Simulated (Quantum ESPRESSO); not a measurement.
## Magnetic state of NiO from several starts

A self-consistent run ends on one state, which hangs on the start. Several orders of NiO are started in Quantum ESPRESSO and their energies compared.

Main program and level: Quantum ESPRESSO 7.5; PBEsol with U = 6 eV on Ni d (ortho-atomic projectors); plane waves with GBRV 1.5 PBEsol potentials, no spin-orbit coupling.

Most raw output is cut from this account.

## 1. The structure

Symmetry: Fm-3m, No. 225, cubic system. Conventional cell: a = 4.172 Å, b = 4.172 Å, c = 4.172 Å, α = 90.00°, β = 90.00°, γ = 90.00°. Ni has 6 O at 2.09 Å nearest. Nearest to O lie 6 Ni at 2.09 Å. Farther neighbours and most contacts between anions are not listed.

The cell comes from the Crystallography Open Database.

## 2. Run 1 (ferro +)

The signs are those of the starting moments on the seeded atoms, the atoms that are given a moment.

Input file pw.in:

```
&CONTROL
  calculation = 'scf'
  prefix = 'pwscf'
  outdir = './tmp'
  pseudo_dir = './pseudo'
  disk_io = 'nowf'
/
&SYSTEM
  ibrav = 0
  celldm(1) = 8
  nat = 2
  ntyp = 2
  ecutwfc = 40
  ecutrho = 280
  nbnd = 20
  occupations = 'smearing'
  smearing = 'fd'
  degauss = 0.00734986
  nspin = 2
  starting_magnetization(1) = 0.1111
  starting_magnetization(2) = 0
/
&ELECTRONS
  conv_thr = 4d-09
  electron_maxstep = 150
  mixing_beta = 0.3
/
ATOMIC_SPECIES
Ni     58.6934 ni_pbesol_v1.4.uspp.F.UPF
O      15.9990 o_pbesol_v1.2.uspp.F.UPF
CELL_PARAMETERS alat
   0.0000000000000    0.4927228531442    0.4927228531442
   0.4927228531442    0.0000000000000    0.4927228531442
   0.4927228531442    0.4927228531442    0.0000000000000
ATOMIC_POSITIONS crystal
Ni      0.0000000000    0.0000000000    0.0000000000
O       0.5000000000    0.5000000000    0.5000000000
K_POINTS automatic
12 12 12 0 0 0
HUBBARD {ortho-atomic}
U Ni-3d 6.0000
```

Run with:

```
$ OMP_NUM_THREADS=1 mpirun -n 4 pw.x -nk 4 -in pw.in > pw.out
```

Elapsed: 7.9 s, on 4 MPI ranks of Arm Neoverse V2, shared host; peak memory 0.27 GiB; 31 s of CPU time.

Spin moment in the atom's sphere by atom:

```
atom  spin moment in the atom's sphere (μB)
 Ni1                                   1.72
  O2                                   0.22
```

Numbers from this step:

```yaml
smearing_term_ts: 3.21e-6 eV
magnetization: 2 μB
absolute_magnetization: 2.014 μB
final_state: ferromagnetic
```

## 3. Run 2, typed as antiferro q=(0,1/2,1/2) +−

The cell is doubled to 4 atoms to hold this order. The wavevector q is in fractions of the reciprocal vectors of the crystal's primitive cell, as the cells of these inputs are built from it; moments change sign between cells as cos(2π q·R).

Input file pw.in:

```
&CONTROL
  calculation = 'scf'
  prefix = 'pwscf'
  outdir = './tmp'
  pseudo_dir = './pseudo'
  disk_io = 'nowf'
/
&SYSTEM
  ibrav = 0
  celldm(1) = 8
  nat = 4
  ntyp = 3
  ecutwfc = 40
  ecutrho = 280
  nbnd = 33
  occupations = 'smearing'
  smearing = 'fd'
  degauss = 0.00734986
  nspin = 2
  starting_magnetization(1) = 0.1111
  starting_magnetization(2) = -0.1111
  starting_magnetization(3) = 0
/
&ELECTRONS
  conv_thr = 8d-09
  electron_maxstep = 150
  mixing_beta = 0.3
/
ATOMIC_SPECIES
Ni1    58.6934 ni_pbesol_v1.4.uspp.F.UPF
Ni2    58.6934 ni_pbesol_v1.4.uspp.F.UPF
O      15.9990 o_pbesol_v1.2.uspp.F.UPF
CELL_PARAMETERS alat
   0.0000000000000    0.4927228531442    0.4927228531442
   0.9854457062883    0.0000000000000    0.9854457062883
   0.9854457062883    0.4927228531442    0.4927228531442
ATOMIC_POSITIONS crystal
Ni1     0.0000000000    0.0000000000    0.0000000000
Ni2     0.0000000000    0.5000000000    0.0000000000
O       0.5000000000    0.0000000000    0.5000000000
O       0.5000000000    0.5000000000    0.5000000000
K_POINTS automatic
12 6 12 0 0 0
HUBBARD {ortho-atomic}
U Ni1-3d 6.0000
U Ni2-3d 6.0000
```

Wall time 51 s (4 MPI ranks); peak memory 0.49 GiB.

Spin moment in the atom's sphere by atom:

```
atom  spin moment in the atom's sphere (μB)
 Ni1                                   1.73
 Ni2                                  -1.73
  O3                                  -0.07
  O4                                   0.07
```

Read from the output:

```
smearing term TS       : 5.45e-6 eV
magnetization          : 0 μB
absolute magnetization : 3.815 μB
final state            : antiferromagnetic
```

## 4. Run 3, typed as antiferro q=(0,0,1/2) +−

The cell is doubled to 4 atoms to hold this order.

pw.in: that of step 3 with these lines changed.

```diff
@@ -34,11 +34,11 @@
    0.0000000000000    0.4927228531442    0.4927228531442
-   0.9854457062883    0.0000000000000    0.9854457062883
-   0.9854457062883    0.4927228531442    0.4927228531442
+   0.4927228531442    0.0000000000000    0.4927228531442
+   0.9854457062883    0.9854457062883    0.0000000000000
 ATOMIC_POSITIONS crystal
 Ni1     0.0000000000    0.0000000000    0.0000000000
-Ni2     0.0000000000    0.5000000000    0.0000000000
-O       0.5000000000    0.0000000000    0.5000000000
-O       0.5000000000    0.5000000000    0.5000000000
+Ni2     0.0000000000    0.0000000000    0.5000000000
+O       0.5000000000    0.5000000000    0.2500000000
+O       0.5000000000    0.5000000000    0.7500000000
 K_POINTS automatic
-12 6 12 0 0 0
+12 12 6 0 0 0
 HUBBARD {ortho-atomic}
```

The job ended after 41 s (4 MPI ranks; peak memory 0.44 GiB; 2.7 min of CPU time).

Spin moment in the atom's sphere by atom:

```
atom  spin moment in the atom's sphere (μB)
 Ni1                                   1.66
 Ni2                                  -1.66
  O3                                   0.00
  O4                                   0.00
```

Numbers from this step:

```
smearing term TS       : 2.22e-8 eV
magnetization          : 0 μB
absolute magnetization : 3.594 μB
final state            : antiferromagnetic
```

## 5. Run 4, typed as ferro +

Input file pw.in:

```
&CONTROL
  calculation = 'scf'
  prefix = 'pwscf'
  outdir = './tmp'
  pseudo_dir = './pseudo'
  disk_io = 'nowf'
/
&SYSTEM
  ibrav = 0
  celldm(1) = 8
  nat = 2
  ntyp = 2
  ecutwfc = 40
  ecutrho = 280
  nbnd = 20
  occupations = 'smearing'
  smearing = 'fd'
  degauss = 0.00734986
  nspin = 2
  starting_magnetization(1) = 0.1111
  starting_magnetization(2) = 0
/
&ELECTRONS
  conv_thr = 4d-09
  electron_maxstep = 150
  mixing_beta = 0.3
/
ATOMIC_SPECIES
Ni     58.6934 ni_pbesol_v1.4.uspp.F.UPF
O      15.9990 o_pbesol_v1.2.uspp.F.UPF
CELL_PARAMETERS alat
   0.0000000000000    0.4927228531442    0.4927228531442
   0.4927228531442    0.0000000000000    0.4927228531442
   0.4927228531442    0.4927228531442    0.0000000000000
ATOMIC_POSITIONS crystal
Ni      0.0000000000    0.0000000000    0.0000000000
O       0.5000000000    0.5000000000    0.5000000000
K_POINTS automatic
12 12 12 0 0 0
HUBBARD {ortho-atomic}
U Ni-3d 6.0000
```

Wall time 7.9 s (4 MPI ranks); peak memory 0.27 GiB; 31 s of CPU time.

Read from the output:

```
smearing term TS       : 3.21e-6 eV
magnetization          : 2 μB
absolute magnetization : 2.014 μB
final state            : ferromagnetic
largest moment         : 1.722 μB
```

## 6. Ranking

An order is kept where moments of 0.15 μB or more survive with the typed signs; meshes match where a doubled cell samples the same k points as the first cell.

Orders:

```
                     start        final state  typed order kept  energy over the lowest (meV a seeded atom)  largest site moment (μB)  net moment (μB a cell of the first run)  mesh matched  CPU time (s)
                   ferro +      ferromagnetic               yes                                       110.8                     1.722                                        2           yes         31.39
antiferro q=(0,1/2,1/2) +-  antiferromagnetic               yes                                       123.9                     1.731                                        0           yes         202.2
  antiferro q=(0,0,1/2) +-  antiferromagnetic               yes                                           0                     1.663                                        0           yes         164.3
                   ferro +      ferromagnetic               yes                                       110.8                     1.722                                        2           yes         31.42
```

## 7. Occupations of the corrected shells in the lowest state

Occupations of the Hubbard shells:

```
block  type  shell  spin  electrons             occupation numbers
    1   Ni1     3d    up      4.965  0.993 0.993 0.993 0.993 0.993
    1   Ni1     3d  down      3.272  0.153 0.153 0.989 0.989 0.989
    2   Ni2     3d    up      3.272  0.153 0.153 0.989 0.989 0.989
    2   Ni2     3d  down      4.965  0.993 0.993 0.993 0.993 0.993
```

## 8. Summary of results

```yaml
lowest_state_found: antiferromagnetic (from antiferro q=(0,0,1/2) +-)
largest_site_moment: 1.66 μB
next_state_with_moments: ferromagnetic, 111 meV a seeded atom higher
```

**Reading.** Only these 4 starts were compared; other wavevectors, canted and longer-period orders were not. Energies are free energies at an electronic temperature of 1160 K, which lowers moments and differences where the moments are itinerant.

[Logs and program files are shortened in this print: banners, set-up blocks, solver, clock and traceback lines can be left out without a mark of their own.]

[Logs are printed without paths, hosts, clocks, repeated set-up lines and the standing remarks that a program may print on its own settings, such as how far it seeks lower states.]

[Hosts, paths, dates, database ids (printed as entryN), source tags and the programs' standing remarks are cut or masked in the printed files.]

[Where a cell is said to come from a database of computed structures, the database is the Materials Project.]
